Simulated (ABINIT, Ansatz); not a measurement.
# A GW run on MgH2 (P4_2/mnm) in ABINIT, with inputs changed, part 2 of 2

A base run on MgH2 (P4_2/mnm), then changed inputs.

ABINIT 10.8.3; PBE and many-body steps on it, plane waves. Known limits of the many-body steps: not at the basis limit; coarse k mesh.

So far. Step 2 (Screening, 4×4×4 mesh, 173 bands, screening to 176.9 eV): Local fields lower ε∞ by 10 %. On a Γ-centred mesh this coarse the value itself is usually too large, while a short band sum pulls it down. Step 3 (Base): The gap on the mesh goes from 3.90 eV to 5.94 eV, a correction of +2.04 eV.

### Step 4. Smaller part of the screening matrix

Level of this step: G0W0 on PBE, plane waves, norm-conserving pseudopotentials (ABINIT).

run.abi reads:

```
acell 3*1.0 Angstrom
rprim 
  4.516800000000 0.000000000000 0.000000000000
  0.000000000000 4.516800000000 0.000000000000
  0.000000000000 0.000000000000 3.020500000000
ntypat 2
znucl 12 1
natom 6
typat 1 1 2 2 2 2
xred 
  0.000000000000 0.000000000000 0.000000000000
  0.500000000000 0.500000000000 0.500000000000
  0.306000000000 0.306000000000 0.000000000000
  0.194000000000 0.806000000000 0.500000000000
  0.694000000000 0.694000000000 0.000000000000
  0.806000000000 0.194000000000 0.500000000000
pp_dirpath "pseudos"
pseudos "Mg.upf, H.upf"
ecut 38
ngkpt 4 4 4
nshiftk 1
shiftk 0 0 0
kptopt 1
chksymbreak 0
istwfk *1
occopt 1
irdwfk 1
optdriver 4
nband 173
gwcalctyp 0
ecutsigx 38
symsigma 1
nkptgw 4
kptgw 
  0.2500000000 0.0000000000 0.0000000000
  0.5000000000 0.5000000000 0.5000000000
  0.2500000000 0.2500000000 0.5000000000
  0.0000000000 0.0000000000 0.0000000000
bdgw 
  11 14
  11 14
  11 14
  10 14
ecuteps 1.6
irdscr 1
ppmodel 1
indata_prefix "in"
outdata_prefix "out"
tmpdata_prefix "tmp"
```

Command:

```
$ OMP_NUM_THREADS=1 mpirun -n 4 abinit run.abi > log
```

What it wrote:

```text
.Version 10.8.3 of ABINIT. v10.8.2 released Aug 2026.

 Symmetries : space group P4_2/m n m (#136); Bravais tP (primitive tetrag.)
[... echo of the input left out ...]
== DATASET  1 ==================================================================
-   mpi_nproc: 4, omp_nthreads: 1 (-1 if OMP is not activated)

--- !DatasetInfo
iteration_state: {dtset: 1, }
dimensions: {natom: 6, nkpt: 18, mband: 173, nsppol: 1, nspinor: 1, nspden: 1, mpw: 4696, }
cutoff_energies: {ecut:  38.0, pawecutdg:  -1.0, }
electrons: {nelect:   2.40000000E+01, charge:   0.00000000E+00, occopt:   1.00000000E+00, tsmear:   1.00000000E-02, }

 SIGMA: Calculation of the GW corrections

 Based on a program developped by R.W. Godby, V. Olevano, G. Onida, and L. Reining.
 Incorporated in ABINIT by V. Olevano, G.-M. Rignanese, and M. Torrent.
.Using double precision arithmetic ; gwpc =  8

[... cell and pseudopotentials left out ...]
--------------------------------------------------------------------------------

 ==== K-mesh for the wavefunctions ====
 Number of points in the irreducible wedge :    18
[... list of points left out ...]
 Together with 16 symmetry operations and time-reversal symmetry
 yields    64 points in the full Brillouin Zone.

 ==== Q-mesh for screening function ====
 Number of points in the irreducible wedge :    18
[... list of points left out ...]
 Together with 16 symmetry operations and time-reversal symmetry
 yields    64 points in the full Brillouin Zone.

 vcoul_init : cutoff-mode = AUXILIARY_FUNCTION
 q-points for optical limit:   1
     1)      0.000010    0.000020    0.000030
 setmesh: FFT mesh size selected  =    48x   48x   32
          total number of points  =        73728

 Number of electrons calculated from density =   24.0000; Expected =   24.0000
[...]
matrix elements of self-energy operator (all in [eV])

 Perturbative Calculation

--- !SelfEnergy_ee
iteration_state: {dtset: 1, }
kpoint     : [   0.250,    0.000,    0.000, ]
spin       : 1
KS_gap     :    4.798
QP_gap     :    6.515
Delta_QP_KS:    1.717
data: !SigmaeeData |
     Band     E0 <VxcDFT>   SigX SigC(E0)      Z dSigC/dE  Sig(E)    E-E0       E
       11  -0.710 -11.185 -15.060   2.321   0.791  -0.264 -12.415  -1.230  -1.940
       12   0.402 -11.630 -15.054   2.112   0.799  -0.251 -12.679  -1.049  -0.647
       13   5.200  -8.565  -4.388  -3.366   0.824  -0.213  -7.897   0.668   5.868
[...]
--- !SelfEnergy_ee
iteration_state: {dtset: 1, }
kpoint     : [   0.500,    0.500,    0.500, ]
spin       : 1
KS_gap     :    4.769
QP_gap     :    6.755
Delta_QP_KS:    1.986
data: !SigmaeeData |
     Band     E0 <VxcDFT>   SigX SigC(E0)      Z dSigC/dE  Sig(E)    E-E0       E
[...]
--- !SelfEnergy_ee
iteration_state: {dtset: 1, }
kpoint     : [   0.250,    0.250,    0.500, ]
spin       : 1
KS_gap     :    4.666
QP_gap     :    6.570
Delta_QP_KS:    1.905
data: !SigmaeeData |
     Band     E0 <VxcDFT>   SigX SigC(E0)      Z dSigC/dE  Sig(E)    E-E0       E
[...]
--- !SelfEnergy_ee
iteration_state: {dtset: 1, }
kpoint     : [   0.000,    0.000,    0.000, ]
spin       : 1
KS_gap     :    5.246
QP_gap     :    6.644
Delta_QP_KS:    1.398
data: !SigmaeeData |
     Band     E0 <VxcDFT>   SigX SigC(E0)      Z dSigC/dE  Sig(E)    E-E0       E
[...]
13   5.207  -6.816  -2.910  -3.433   0.829  -0.206  -6.424   0.392   5.600
       14   5.547  -9.978  -5.729  -3.215   0.820  -0.220  -9.130   0.848   6.395

== END DATASET(S) ==============================================================
================================================================================

 -outvars: echo values of variables after computation  --------
           etotal      0.0000000000E+00
            nband         173
             nkpt          18
          spgroup         136
 [... the other variables as echoed above ...]

 Calculation completed.
```

It took 7.5 s on 4 MPI ranks of Arm Neoverse V1, shared host; peak memory 1.4 GiB.

Numbers from this step:

| Property | Result |
| --- | --- |
| G0W0 gap on the mesh | 5.693 eV |
| starting gap on the mesh | 3.895 eV |
| k of the valence top | 0.25, 0, 0 |
| k of the conduction bottom | 0.5, 0.5, 0.5 |
| Z at the valence top | 0.799 |
| Z at the conduction bottom | 0.823 |
| least direct G0W0 gap on the computed points | 6.515 eV |

### Step 5. Exchange cutoff of one hartree

run.abi, as its differences from that of step 4:

```diff
@@ -30,3 +30,3 @@
 gwcalctyp 0
-ecutsigx 38
+ecutsigx 1
 symsigma 1
@@ -43,3 +43,3 @@
   10 14
-ecuteps 1.6
+ecuteps 6.5
 irdscr 1
```

What it wrote:

```text
.Version 10.8.3 of ABINIT. v10.8.2 released Aug 2026.

 Symmetries : space group P4_2/m n m (#136); Bravais tP (primitive tetrag.)
[... echo of the input left out ...]
== DATASET  1 ==================================================================
-   mpi_nproc: 4, omp_nthreads: 1 (-1 if OMP is not activated)

--- !DatasetInfo
iteration_state: {dtset: 1, }
dimensions: {natom: 6, nkpt: 18, mband: 173, nsppol: 1, nspinor: 1, nspden: 1, mpw: 4696, }
cutoff_energies: {ecut:  38.0, pawecutdg:  -1.0, }
electrons: {nelect:   2.40000000E+01, charge:   0.00000000E+00, occopt:   1.00000000E+00, tsmear:   1.00000000E-02, }

 SIGMA: Calculation of the GW corrections

 Based on a program developped by R.W. Godby, V. Olevano, G. Onida, and L. Reining.
 Incorporated in ABINIT by V. Olevano, G.-M. Rignanese, and M. Torrent.
.Using double precision arithmetic ; gwpc =  8

[... cell and pseudopotentials left out ...]
--------------------------------------------------------------------------------

 ==== K-mesh for the wavefunctions ====
 Number of points in the irreducible wedge :    18
[... list of points left out ...]
 Together with 16 symmetry operations and time-reversal symmetry
 yields    64 points in the full Brillouin Zone.

 ==== Q-mesh for screening function ====
 Number of points in the irreducible wedge :    18
[... list of points left out ...]
 Together with 16 symmetry operations and time-reversal symmetry
 yields    64 points in the full Brillouin Zone.

 vcoul_init : cutoff-mode = AUXILIARY_FUNCTION
 q-points for optical limit:   1
     1)      0.000010    0.000020    0.000030
 setmesh: FFT mesh size selected  =    30x   30x   20
          total number of points  =        18000

 Number of electrons calculated from density =   24.0000; Expected =   24.0000
[...]
matrix elements of self-energy operator (all in [eV])

 Perturbative Calculation

--- !SelfEnergy_ee
iteration_state: {dtset: 1, }
kpoint     : [   0.250,    0.000,    0.000, ]
spin       : 1
KS_gap     :    4.798
QP_gap     :    5.904
Delta_QP_KS:    1.106
data: !SigmaeeData |
     Band     E0 <VxcDFT>   SigX SigC(E0)      Z dSigC/dE  Sig(E)    E-E0       E
       11  -0.710 -11.185 -13.044   2.467   0.805  -0.242 -10.695   0.490  -0.220
       12   0.402 -11.630 -12.860   2.236   0.814  -0.228 -10.811   0.820   1.221
       13   5.200  -8.565  -3.032  -3.211   0.829  -0.206  -6.639   1.926   7.125
[...]
--- !SelfEnergy_ee
iteration_state: {dtset: 1, }
kpoint     : [   0.500,    0.500,    0.500, ]
spin       : 1
KS_gap     :    4.769
QP_gap     :    6.730
Delta_QP_KS:    1.961
data: !SigmaeeData |
     Band     E0 <VxcDFT>   SigX SigC(E0)      Z dSigC/dE  Sig(E)    E-E0       E
[...]
--- !SelfEnergy_ee
iteration_state: {dtset: 1, }
kpoint     : [   0.250,    0.250,    0.500, ]
spin       : 1
KS_gap     :    4.666
QP_gap     :    6.279
Delta_QP_KS:    1.613
data: !SigmaeeData |
     Band     E0 <VxcDFT>   SigX SigC(E0)      Z dSigC/dE  Sig(E)    E-E0       E
[...]
--- !SelfEnergy_ee
iteration_state: {dtset: 1, }
kpoint     : [   0.000,    0.000,    0.000, ]
spin       : 1
KS_gap     :    5.246
QP_gap     :    5.290
Delta_QP_KS:    0.044
data: !SigmaeeData |
     Band     E0 <VxcDFT>   SigX SigC(E0)      Z dSigC/dE  Sig(E)    E-E0       E
[...]
13   5.207  -6.816  -2.445  -3.338   0.831  -0.203  -5.957   0.859   6.066
       14   5.547  -9.978  -3.744  -3.035   0.827  -0.209  -7.332   2.646   8.193

== END DATASET(S) ==============================================================
================================================================================

 -outvars: echo values of variables after computation  --------
           etotal      0.0000000000E+00
            nband         173
             nkpt          18
          spgroup         136
 [... the other variables as echoed above ...]

 Calculation completed.
```

Elapsed: 5.8 s, on 4 MPI ranks; peak memory 1.1 GiB; 23 s of CPU time.

The run ended normally, though the input holds a fault or crude settings.

The fault put into this input: exchange cutoff of one hartree. It printed a gap of 4.84 eV, an artefact of the input.

### Step 6. Side by side

Times are wall times on 4 MPI ranks of Arm Neoverse V1, shared host, good to a factor of about two. A run's time includes the screening step that it read.

```
                                 run   mesh  bands  screening cutoff (eV)  DFT gap (eV)  gap on the mesh (eV)  direct (eV)  ε∞ used     time
                                base  4×4×4    173                  176.9         3.895                 5.936        6.748     3.66  5.4 min
smaller part of the screening matrix  4×4×4    173                   43.5         3.895                 5.693        6.515     3.66    4 min
```

### Step 7. Outcome

- base: 5.936 eV
- smaller part of the screening matrix: 5.693 eV
- known limits: not at the basis limit; coarse k mesh

**Reading.** Smaller part of the screening matrix: −0.243 eV against base (keys changed: ecuteps). Bands and cutoff are finite, so the gap is not at the basis limit. The miss can reach some tenths of an eV and take either sign; the mesh is an error of its own. A denser mesh or path gives a starting gap of 3.76 eV: the GW mesh misses a band edge, so its gaps are not the fundamental one. The 4×4×4 mesh is coarse for this cell, which bears on the long-range parts of exchange and screening.

[Paths, hosts, dates, memory and timing lines, banners, echoed tables and standing remarks are left out of the program output.]

[Logs are printed without paths, hosts, clocks, repeated set-up lines and the standing remarks that a program may print on its own settings, such as how far it seeks lower states.]

[Runs of the session that timed out or met a known fault of the program may be left out.]

[Hosts, paths, dates, database ids (printed as entryN), source tags and the programs' standing remarks are cut or masked in the printed files.]

[G0W0 gaps are taken among the corrected bands and points alone; a level outside them can change the order at an edge.]

[Where Ansatz stands beside ABINIT at settings called matched, ABINIT's density can come from a denser mesh and the files from another edition; pairs whose starting gaps differed by over 0.03 eV were left out, so agreement reads better than it is.]
